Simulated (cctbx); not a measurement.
**Which space group?**

Cell: a = 11.8680 Å, b = 11.8680 Å, c = 7.6000 Å, α = 90.00°, β = 90.00°, γ = 90.00°. Expected content of the cell: Ca4 Mg44.

Simulated single-crystal data (cctbx): Mo Kα, λ = 0.71073 Å, to d = 0.75 Å, 50 % of the full sphere, strongest reflection 70000 counts, noise from counting, a 1.5 % proportional error and a noise floor of 2 counts (s.d.); no absorption.

A first pass over the reflections prints:

```text
5336 reflections to d = 0.751 A
centring   violations  <I/sigma> of those
    A       1095 of  2662     13.8
    B       1166 of  2694     14.4
    C       1299 of  2686     14.6
    I          0 of  2657      0.0
    R       1491 of  3523     14.1
    F       1780 of  4021     14.3
Laue class    unique    Rint  (classes that these axes allow; Friedel mates merged)
I 1 2/m 1        1291   0.013
I 1 1 2/m        1303   0.013
I 2/m 1 1        1290   0.013
I m m m           763   0.014
I 4/m             709   0.014
I 4/m m m         416   0.015
space group    extra absences  I>4sigma  <I/sigma>
I 4 2 2                 0          0         -  acentric
I 41 2 2                5          0      -0.5  acentric
I 4 m m                 0          0         -  acentric
I 41 m d               90          0      -0.0  acentric
I -4 m 2                0          0         -  acentric
I -4 2 m                0          0         -  acentric
I -4 2 d               90          0      -0.0  acentric
I 4/m m m               0          0         -  centric
I 41/a m d :1         180          0      -0.0  centric
I 41/a m d :2         180          0      -0.0  centric
Wilson B = 1.24 A^2   <|E^2-1|> = 0.827 (0.968 centric, 0.736 acentric)   E^2>4: 1.6 %
shell (A)         n   <I/sigma>
 8.39 - 1.50     62     74.0
 1.50 - 1.19     53     75.9
 1.19 - 1.04     55     63.8
 1.04 - 0.95     46     71.7
 0.95 - 0.88     52     65.3
 0.88 - 0.83     49     67.3
 0.83 - 0.78     49     44.8
 0.78 - 0.75     50     48.4
```

Q: Read the symmetry from these tables.

The reflections that I centring forbids are absent (⟨I/σ⟩ near 0), so the lattice is I.

Rint stays low (0.013 to 0.015) up to I 4/m m m, the highest class in these axes.

10 settings pass the absence test. The most absences obeyed, 180, belong to I 41/a m d alone.

⟨|E²−1|⟩ = 0.827 lies between the two ideal values. The Wilson B of 1.24 Å² means U ≈ 0.0157 Å².

The true group is I4_1/amd (no. 141, origin choice 1), Laue class 4/mmm, centrosymmetric. The tables fix it.

The model was made for the exercise: a known structure type with other elements put in, its volume estimated, not relaxed; displacement parameters are assumed.

[Logs are printed without paths, hosts, clocks, repeated set-up lines and the standing remarks that a program may print on its own settings, such as how far it seeks lower states.]
